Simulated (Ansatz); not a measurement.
# AlRh (Pm-3m): phonons and vibrational spectra, part 2 of 2

Aim: the vibrations of AlRh (Pm-3m), their spectra, and whether the structure is stable.

Ansatz 0.2.0; DFT PBEsol, scalar-relativistic, plane waves, PAW.

So far. Step 3 (Relaxing to small forces for the phonons): The forces vanish by symmetry and the pressure is 0.004 GPa, within the tolerances set. The cell now holds 13.12 Å³/atom. The relaxed cell has a = 2.972 Å (conventional setting).

### Step 4. Modes at Γ

The zone centre comes first: it holds the modes that light can see, as far as symmetry allows. No field response is asked, since the mesh shows no gap.

input.yaml

```yaml
crystal:
  lattice:
    - [2.9719338076, 0.0, 0.0]
    - [0.0, 2.9719338076, 0.0]
    - [0.0, 0.0, 2.9719338076]
  atoms:
    - { symbol: Al, position: [0.0, 0.0, 0.0] }
    - { symbol: Rh, position: [0.5, 0.5, 0.5] }
kpoints:
  mp_grid: { grid: [12, 12, 12] }
hamiltonian:
  xc: pbesol
scf:
  occupations: { method: methfessel_paxton, width: 0.15 }
output:
  eigenvalues: true
phonons:
  method: dfpt
```

The run is started by

```sh
> ansatz run input.yaml --threads 4 --pin off --max-ram 7168MiB --backend cpu --events-out ev --progress --plain --runs-dir out
```

Numbers of over 12 decimals in the logs are rounded to 6 here.

Output:

```text
[...]
Crystal: 2 atoms, lattice volume = 26.249 Å³
Basis set: ecut = 420 eV, 485 PW (Γ), exchange–correlation on 40×40×40 points (8 copies of the dense FFT grid, shifted against one another)
Bands: 14, of which v1, the nominal top of the filled ones, is band 10 counted from 1 (9 counted from 0)
Symmetry: 48 space group operations
k-points: 196 of 1728 (irreducible under 8 space group operations, time reversal used)
[...]
SCF iter   1: F=—  HF=-6865.473364 eV  |F-HF|=—  |Δ(HF+E_count)|=         —  Δρ=8.27e-3  dr2=1.86e-2  ethr=1.77e-3  ⟨swp⟩=4.6  Hψ=13132  notcnv=0
[...]
SCF iter   6: F=-6865.469896 eV  HF=-6865.469896 eV  |F-HF|=1.82e-12  |Δ(HF+E_count)|=  2.42e-10  S|Δr|=    0.00e0  Δρ=2.32e-7  dr2=4.89e-12  ethr=1.00e-12  ⟨swp⟩=4.3  Hψ=13509  notcnv=0
SCF 1 converged in 6 iterations: F = -6865.469896 eV  dr2 = 4.89e-12
[...]
DFPT response loops at Γ: preconditioner auto → Kerker (q_TF=auto, 2.607 Å⁻¹) (partly filled bands, converged f_vac=0.000); β = 1.00, the filter's whole step (`scf.mixing.beta` (0.50) is not read by the response loops under this deck's `scf.mixing.preconditioner`; to damp them name `kerker` or `kerker_dos`, under which they read `scf.mixing.beta`, and type it under 1.00, their step now; both keys bind the ground state too); Broyden in place of MSR1
SCF converged after 6 iterations
[...]
Free energy (F): -6865.469896 eV
[...]
Internal energy: -6865.469913 eV  (E = F + TS)
E sigma→0 (E₀):  -6865.469900 eV
Entropy (-TS):   0.000017 eV (0.009 meV/atom)
Fermi energy:    17.139638 eV
[...]
--- Band table (eV; the first three rows and the last of 196) ---
  k-point 0: bands = [... 6 lower, 12.0713, 15.3869, 15.3869, 15.3869, 22.1559, 22.1559, 22.1559, 26.6717]
  k-point 1: bands = [... 6 lower, 12.1175, 15.2537, 15.2537, 15.4008, 21.4269, 22.3959, 22.3959, 26.4408]
  k-point 2: bands = [... 6 lower, 12.2306, 14.9220, 14.9220, 15.4389, 20.0308, 23.0487, 23.0487, 25.8439]
  k-point 195: bands = [... 6 lower, 11.1601, 16.6402, 16.6402, 18.9115, 19.9210, 19.9210, 19.9210, 23.8812]
--- Phonons (Γ-DFPT): 2 representative perturbations + reference, on 196 of 1728 k-points (Σ response iterations 6) ---
  k mesh reduced under 8 symmetry operations, with k and −k counted as one. Each operation leaves every solved perturbation unchanged. A smaller set is not used because it would not reduce the number of displacements times k-points to solve
  ASR residual: 1.366e-4 → 0.000e0 eV/Å²; symmetrization residual: 4.233e-6 eV/Å²
  ASR residual per site (eV/Å²): 1.02e-4 1.37e-4
  Γ frequencies (cm⁻¹): 0.00 0.00 0.00 288.46 288.46 288.46
  non-analytic LO–TO correction: not included (Born effective charges unavailable; polar crystals: no LO–TO splitting at Γ)
```

The job ended after 4.5 s (4 threads of Arm Neoverse V2, shared host; peak memory 0.47 GiB; 15 s of CPU time).

Numbers from this step:

```
sum-rule residual before enforcement                    : 1.37e-4 eV/Å²
point group                                             : m-3m
highest optical mode at the zone centre (no LO-TO term) : 288.5 cm⁻¹
lowest optical zone-centre mode                         : 288.5 cm⁻¹
```

Patterns of degenerate modes are one choice out of their space. The modes at Γ (shares of kinetic energy by element, %):

| mode | frequency (cm⁻¹) | symmetry | Al % | Rh % |
| --- | --- | --- | --- | --- |
| 1 | 0.0 | acoustic | 21 | 79 |
| 2 | 0.0 | acoustic | 21 | 79 |
| 3 | 0.0 | acoustic | 21 | 79 |
| 4 | 288.5 | T1u | 79 | 21 |
| 5 | 288.5 | T1u | 79 | 21 |
| 6 | 288.5 | T1u | 79 | 21 |

Displacements in mode 6 (288.5 cm⁻¹), the largest set to 1:
```
Al1  0.00  1.00  0.12
Rh2  0.00 -0.26 -0.03
```

Before it was imposed, the acoustic sum rule was missed by 1.4e-4 eV/Å². Small misses are needed for a sound result but don't prove that mesh and cutoff are converged. The lowest optical mode is real, 288 cm⁻¹.

### Step 5. Response at finite wavevector

Stability and thermal properties need the whole zone. Linear response on a 4×4×4 q mesh gives force constants as far as a supercell of that size would.

input.yaml: that of step 4 with these lines changed.

```diff
@@ -18 +18,8 @@
   method: dfpt
+  qmesh: [4, 4, 4]
+  temperatures: { t_max: 1000, t_step: 50 }
+  qpath:
+    path:
+      - [[0.0, 0.0, 0.0], [0.0, 0.5, 0.0], [0.5, 0.5, 0.0], [0.0, 0.0, 0.0], [0.5, 0.5, 0.5], [0.0, 0.5, 0.0]]
+      - [[0.5, 0.5, 0.5], [0.5, 0.5, 0.0]]
+    npoints: 10
```

Output:

```text
[...]
Crystal: 2 atoms, lattice volume = 26.249 Å³
Basis set: ecut = 420 eV, 485 PW (Γ), exchange–correlation on 40×40×40 points (8 copies of the dense FFT grid, shifted against one another)
Bands: 14, of which v1, the nominal top of the filled ones, is band 10 counted from 1 (9 counted from 0)
Symmetry: 48 space group operations
k-points: 84 of 1728
[...]
SCF iter   1: F=—  HF=-6865.473348 eV  |F-HF|=—  |Δ(HF+E_count)|=         —  Δρ=8.27e-3  dr2=1.86e-2  ethr=1.77e-3  ⟨swp⟩=4.6  Hψ=5664  notcnv=0
[...]
SCF iter   6: F=-6865.469896 eV  HF=-6865.469896 eV  |F-HF|=9.09e-13  |Δ(HF+E_count)|=  2.38e-10  S|Δr|=    0.00e0  Δρ=2.45e-7  dr2=6.07e-12  ethr=1.00e-12  ⟨swp⟩=4.3  Hψ=5838  notcnv=0
SCF 1 converged in 6 iterations: F = -6865.469896 eV  dr2 = 6.07e-12
[...]
SCF iter   1: F=—  HF=-6865.469896 eV  |F-HF|=—  |Δ(HF+E_count)|=         —  Δρ=4.42e-7  dr2=1.47e-11  ethr=1.24e-8  ⟨swp⟩=3.0  Hψ=9121  notcnv=0
eigensolver tolerance schedule: the retry pair's looser diagonalisation over-reported the residual by 168660.51 of it (diagonalisation noise at 2.07 of the residual, at the tolerance the schedule requests for it); recorded, not acted on — ethr = c·dr2/N_el stays at c = 1.0e-1
[...]
SCF iter   2: F=-6865.469896 eV  HF=-6865.469896 eV  |F-HF|=1.82e-12  |Δ(HF+E_count)|=   4.56e-9  S|Δr|=    0.00e0  Δρ=1.25e-7  dr2=1.99e-12  ethr=1.00e-12  ⟨swp⟩=2.8  Hψ=5561  notcnv=0
SCF 2 converged in 2 iterations: F = -6865.469896 eV  dr2 = 1.99e-12
phonons: the bands overlap, so this run is a metal and interpolates without the dipole-dipole term. If the crystal is really an insulator or semiconductor, its LO-TO splitting is missing
NSCF: frozen V_eff on 84 k-points
[...]
DFPT response loops at q = (0, 0, 0) (fractional): preconditioner auto → Kerker (q_TF=auto, 2.607 Å⁻¹) (partly filled bands, converged f_vac=0.000); β = 1.00, the filter's whole step (`scf.mixing.beta` (0.50) is not read by the response loops under this deck's `scf.mixing.preconditioner`; to damp them name `kerker` or `kerker_dos`, under which they read `scf.mixing.beta`, and type it under 1.00, their step now; both keys bind the ground state too); Broyden in place of MSR1
[...]
SCF converged after 6 iterations
[...]
Free energy (F): -6865.469896 eV
[...]
Internal energy: -6865.469913 eV  (E = F + TS)
E sigma→0 (E₀):  -6865.469900 eV
Entropy (-TS):   0.000017 eV (0.009 meV/atom)
Fermi energy:    17.139638 eV
[...]
--- Band table (eV; the first three rows and the last of 84) ---
  k-point 0: bands = [... 6 lower, 12.0713, 15.3869, 15.3869, 15.3869, 22.1559, 22.1559, 22.1559, 26.6717]
  k-point 1: bands = [... 6 lower, 12.1175, 15.2537, 15.2537, 15.4008, 21.4269, 22.3959, 22.3959, 26.4408]
  k-point 2: bands = [... 6 lower, 12.2306, 14.9220, 14.9220, 15.4389, 20.0308, 23.0487, 23.0487, 25.8439]
  k-point 83: bands = [... 6 lower, 11.1601, 16.6402, 16.6402, 18.9115, 19.9210, 19.9210, 19.9210, 23.8812]
--- Phonons (Γ-DFPT): 2 representative perturbations + reference (Σ response iterations 6) ---
  ASR residual: 1.680e-4 → 0.000e0 eV/Å²; symmetrization residual: 3.086e-6 eV/Å²
  ASR residual per site (eV/Å²): 1.03e-4 1.68e-4
  Γ frequencies (cm⁻¹): 0.00 0.00 0.00 288.46 288.46 288.46
--- Phonons (arbitrary-q DFPT): 10 irreducible q on the 4×4×4 mesh ---
  q = [0.0000, 0.0000, 0.0000] (star 1, of the zone-centre solve; hermiticity 9.44e-7, symmetrization 7.94e-13): -0.00 0.00 0.00 288.46 288.46 288.46
  q = [0.0000, 0.0000, 0.2500] (star 6, 4 solved perturbations in 1848 linear systems a pass and spin channel, the states on 588 of 1728 k-point pairs; hermiticity 3.13e-7, symmetrization 2.61e-13): 97.00 97.00 161.48 284.22 284.22 362.08
[...]
q = [0.0000, 0.2500, -0.5000] (star 12, 6 solved perturbations on 588 of 1728 k-point pairs; hermiticity 3.29e-7, symmetrization 1.01e-8): 143.46 160.06 187.89 269.71 316.26 360.60
[...]
sum rule: each row above includes the acoustic sum rule's correction from the zone centre's row sums; it moved no ω² by more than (1.02 cm⁻¹)²
  mesh force constants: q→R imaginary residual 2.19e-18; ASR residual 1.680e-4 → 0.000e0 eV/Å²; symmetrization residual 8.882e-15 eV/Å²
  interpolated dispersion: 62 rows × 6 modes
  density of states and harmonic sums: on the 24×24×24 q-mesh, interpolated from the force constants of a 4×4×4 supercell (no non-analytic term)
  largest difference from the sums on the solved wave vectors: F 1.10e-2 eV, S 1.50e-5 and C_V 4.02e-6 eV/K
  zero-point energy: 0.088123 eV/cell   skipped modes (ω ≤ 0): 3   left out of the sums: 3.62e-5 of the cell's modes: C_V's classical limit lies that fraction below 3 k_B per atom; for a crystal, a wire or a layer, F and S can be off by more, and a phonons.interpolated_qmesh denser along its periods is the remedy for the sampling
```

The job ended after 1.8 min (4 threads; peak memory 1.2 GiB; 6.9 min of CPU time).

This step gave:

```
sum-rule residual before enforcement                       : 1.68e-4 eV/Å²
lowest frequency on the path                               : 0 cm⁻¹
highest frequency on the path or at a solved wavevector    : 413.4 cm⁻¹
mean frequency                                             : 236.9 cm⁻¹
Debye temperature (second moment)                          : 468 K
logarithmic mean frequency                                 : 220.1 cm⁻¹
lowest mode on the q mesh (acoustic modes at Γ apart)      : 97 cm⁻¹
zero-point energy per atom                                 : 44.06 meV
heat capacity at 300 K                                     : 22.20 J/(mol atoms K)
vibrational entropy at 300 K                               : 25.04 J/(mol atoms K)
edges of the widest gap between branches, on path and mesh : 221.8, 259 cm⁻¹
```

Frequencies (cm⁻¹) solved at each irreducible wavevector; negative means imaginary. Frequencies by wavevector, by row:

| q in reciprocal lattice units | star | mode 1 | mode 2 | mode 3 | mode 4 | mode 5 | mode 6 |
| --- | --- | --- | --- | --- | --- | --- | --- |
| 0 0 0 | 1 | 0 | 0 | 0 | 288.5 | 288.5 | 288.5 |
| 0 0 0.25 | 6 | 97 | 97 | 161.5 | 284.2 | 284.2 | 362.1 |
| 0 0 -0.5 | 3 | 138.7 | 138.7 | 221.8 | 280.8 | 280.8 | 413.4 |
| 0 0.25 0.25 | 12 | 120.6 | 125.7 | 184.3 | 277.2 | 315.3 | 346.3 |
| 0 0.25 -0.5 | 12 | 143.5 | 160.1 | 187.9 | 269.7 | 316.3 | 360.6 |
| 0 -0.5 -0.5 | 3 | 152.3 | 166.9 | 166.9 | 259 | 339.8 | 339.8 |
| 0.25 0.25 0.25 | 8 | 150.8 | 150.8 | 189 | 310.3 | 310.3 | 325.6 |
| 0.25 0.25 -0.5 | 12 | 165.5 | 167.9 | 182.8 | 307.2 | 308.2 | 344.9 |
| 0.25 -0.5 -0.5 | 6 | 166.8 | 187.1 | 187.1 | 299.8 | 335.8 | 335.8 |
| -0.5 -0.5 -0.5 | 1 | 201 | 201 | 201 | 333.9 | 333.9 | 333.9 |

Interpolated from a 4×4×4 q mesh. The phonon branches at the labelled points (cm⁻¹):

```
    point  branch 1  branch 2  branch 3  branch 4  branch 5  branch 6
        Γ         0         0         0       288       288       288
  halfway        97        97       162       284       284       362
        X       139       139       222       281       281       413
  halfway       144       160       188       270       316       361
        M       152       167       167       259       340       340
  halfway       121       126       184       277       315       346
        Γ         0         0         0       288       288       288
  halfway       151       151       189       310       310       326
        R       201       201       201       334       334       334
  halfway       166       168       183       307       308       345
        X       139       139       222       281       281       413
jump to R       201       201       201       334       334       334
  halfway       167       187       187       300       336       336
        M       152       167       167       259       340       340
```

The phonon branches as a text plot (rows in cm⁻¹):

```
    405 |      ***                                      **
    388 |    **   *                                    *
    370 |   *      *                                  *
    353 |           *      ***                      **
    336 |            ******   *        *    ********      *******
    319 |  *        *     **** *    *** ****      **       **
    301 | *       **          **** *****            ***      *
    284 |**********          *******                  ****    *
    267 |          **********                                  **
    250 |
    233 |
    215 |      ***                                      **
    198 |     *   **      ***               *******   **  ***
    181 |    *      **   *   *         *****      ****     ****
    164 |   *       ******    *          **         **       ****
    146 |       ***********          ** *             ****     **
    129 |     **           *** *       *
    112 |  * *                *     ***
     95 |   *                  **
     78 | *                    *    *
     60 |  *                    *  *
     43 |**                      * *
     26 |*                       *
      9 |                         *
         Γ      X      M          Γ            R        X|R     M
```

Tetrahedra on a 24×24×24 mesh, mean over bins of 5 cm-1. Interpolated from a 4×4×4 q mesh. Table of phonon density of states by wavenumber; read off at these points:

```
wavenumber (cm⁻¹)  phonon density of states (1/cm⁻¹/cell)
                2                                       0
               18                                  6.0e-5
               32                                  3.3e-4
               42                                  6.2e-4
               58                                 0.00125
               72                                 0.00224
               88                                 0.00377
              102                                 0.00634
              118                                  0.0110
              128                                  0.0168
              142                                  0.0391
              148                                  0.0413
              158                                  0.0330
              172                                  0.0262
              188                                  0.0679
              202                                 0.00581
              212                                 0.00238
              228                                       0
              242                                       0
              258                                  2.1e-4
              272                                  0.0165
              282                                  0.0440
              288                                  0.0435
              298                                  0.0308
              312                                  0.0287
              328                                  0.0300
              338                                  0.0466
              342                                  0.0334
              358                                  0.0111
              372                                 0.00616
              382                                  0.0044
              398                                 0.00247
              412                                  2.9e-4
```

Phonopy on the run's constants, 19x19x19 mesh, Gaussian sigma 3.2 cm-1. Interpolated from a 4×4×4 q mesh. Partial phonon density of states against wavenumber; read off at these points; values in 1/cm⁻¹/cell:

```csv
wavenumber (cm⁻¹),Al,Rh
-10.0,0,0
0.0,1.0e-5,4.0e-5
10.0,0,0
20.0,3.4e-5,1.3e-4
30.0,5.9e-5,2.3e-4
40.0,1.1e-4,4.4e-4
50.0,2.2e-4,9.1e-4
60.0,1.6e-4,7.3e-4
70.0,4.1e-4,0.00191
80.0,4.8e-4,0.00240
90.0,6.9e-4,0.00388
100.0,7.8e-4,0.00486
110.0,0.00104,0.00705
120.0,0.00137,0.0112
130.0,0.00165,0.0177
140.0,0.00192,0.0337
150.0,0.0021,0.0393
160.0,0.00231,0.0296
170.0,0.00261,0.0267
180.0,0.00354,0.0312
186.0,0.00529,0.0530
190.0,0.00421,0.0505
200.0,9.0e-4,0.0105
210.0,2.5e-4,0.00280
220.0,2.7e-5,7.8e-4
230.0,0,5.7e-6
240.0,0,0
250.0,8.6e-6,0
260.0,0.00340,8.6e-6
270.0,0.0139,2.3e-4
280.0,0.0332,0.00178
284.0,0.0391,0.00306
290.0,0.0346,0.00378
300.0,0.0265,0.00341
310.0,0.0256,0.00368
320.0,0.0235,0.00333
330.0,0.0327,0.00351
337.2,0.0412,0.00433
340.0,0.0378,0.00382
350.0,0.0164,7.8e-4
360.0,0.00930,3.7e-4
370.0,0.00646,2.0e-4
380.0,0.00481,1.2e-4
390.0,0.00282,4.4e-5
400.0,0.00229,2.6e-5
410.0,9.8e-4,3.6e-7
420.0,1.4e-5,0
430.0,0,0
```

Second derivatives of the energy by pair, one row for each kind of neighbour of each atom listed. Each entry sums the pair over the periodic images of the supercell that the q mesh stands for, and in a polar crystal it holds the long-range dipole part too. Force constants by pair, by row:

```
atom  neighbour  distance (Å)  third of the trace (eV/Å²)  along the pair's line (eV/Å²)
 Al1     itself             0                       9.403                              –
 Al1         Rh         2.574                      -0.852                         -2.405
 Al1         Al         2.972                     -0.1337                         -1.071
 Al1         Al         4.203                     -0.0361                        -0.3063
 Al1         Rh         4.928                      0.0065                         0.0833
 Al1         Al         5.148                      -0.175                        -0.4686
 Al1         Al         5.944                      0.0267                        -0.0655
 Al1         Rh         6.477                      0.0049                         0.0213
 Al1         Al         6.645                     -0.0026                        -0.0285
 Rh2     itself             0                        12.1                              –
 Rh2         Al         2.574                      -0.852                         -2.405
 Rh2         Rh         2.972                     -0.7058                         -2.459
 Rh2         Rh         4.203                     -0.1058                        -0.3379
 Rh2         Al         4.928                      0.0065                         0.0833
 Rh2         Rh         5.148                      0.0284                         0.0682
 Rh2         Rh         5.944                      0.0054                          0.132
 Rh2         Al         6.477                      0.0049                         0.0213
 Rh2         Rh         6.645                     -0.0284                        -0.0853
```

Harmonic thermodynamic functions per atom, from the density of states. Interpolated from a 4×4×4 q mesh. Thermodynamic functions, by row:

```csv
T (K),F_vib (meV/atom),S (J/mol-atom/K),C_V (J/mol-atom/K)
0,44.06,0,0
50,43.94,1.051,3.224
100,42.27,5.771,11.1
200,30.56,16.55,19.42
300,8.8,25.04,22.2
400,-20.69,31.61,23.33
500,-56.26,36.88,23.89
600,-96.82,41.26,24.2
700,-141.6,45.01,24.4
800,-190,48.28,24.52
900,-241.5,51.17,24.61
1000,-295.9,53.77,24.67
```

Harmonic mean-square displacement, third of the trace. Interpolated from a 4×4×4 q mesh. Mean square displacements, by row:

```csv
T (K),Al1 U_eq (Å²),Rh2 U_eq (Å²)
0,0.0022,0.00105
100,0.00243,0.00141
300,0.00428,0.00329
600,0.00784,0.00639
```

Symmetry leaves 10 wavevectors to solve. The lowest mode among them, the acoustic zeros apart, lies at q = (0, 0, 0.25) and is real, 97.0 cm⁻¹.

### Step 6. Results

```yaml
space_group_after_relaxation_within_0p01_a: Pm-3m
volume_per_atom: 13.1 Å³
electronic_character: no gap on this mesh
highest_optical_mode_at_the_zone_centre_no_lo_to_term: 288 cm⁻¹
lowest_optical_zone_centre_mode: 288 cm⁻¹
lowest_mode_on_the_q_mesh_acoustic_modes_at_gamma_apart: 97.0 cm⁻¹
highest_frequency_on_the_path_or_at_a_solved_wavevector: 413 cm⁻¹
zero_point_energy_per_atom: 44.1 meV
heat_capacity_at_300_k: 22.2 J/(mol atoms K)
vibrational_entropy_at_300_k: 25.0 J/(mol atoms K)
debye_temperature_second_moment: 468 K
imaginary_modes_on_the_4x4x4_q_mesh: none
```

What this shows: The structure is a minimum as far as tested: no mode is imaginary at the 10 irreducible wavevectors of the 4×4×4 mesh, and the softest away from the acoustic zeros lies at 97 cm⁻¹. The optical modes at Γ form one degenerate level at 288 cm⁻¹. The highest mode in this list at Γ, 288.5 cm⁻¹, is mostly motion of Al (79 % of the kinetic energy). On the path and the mesh, the widest gap between branches runs from 222 to 259 cm⁻¹. With no gap, or one that is small against the smearing, the frequencies hang on the k mesh and the smearing, most of all near Kohn anomalies. These are harmonic frequencies at zero temperature: anharmonic shifts, linewidths and thermal expansion are left out.

[Logs are printed without paths, hosts, clocks, repeated set-up lines and the standing remarks that a program may print on its own settings, such as how far it seeks lower states.]

[Hosts, paths, dates, database ids (printed as entryN), source tags and the programs' standing remarks are cut or masked in the printed files.]
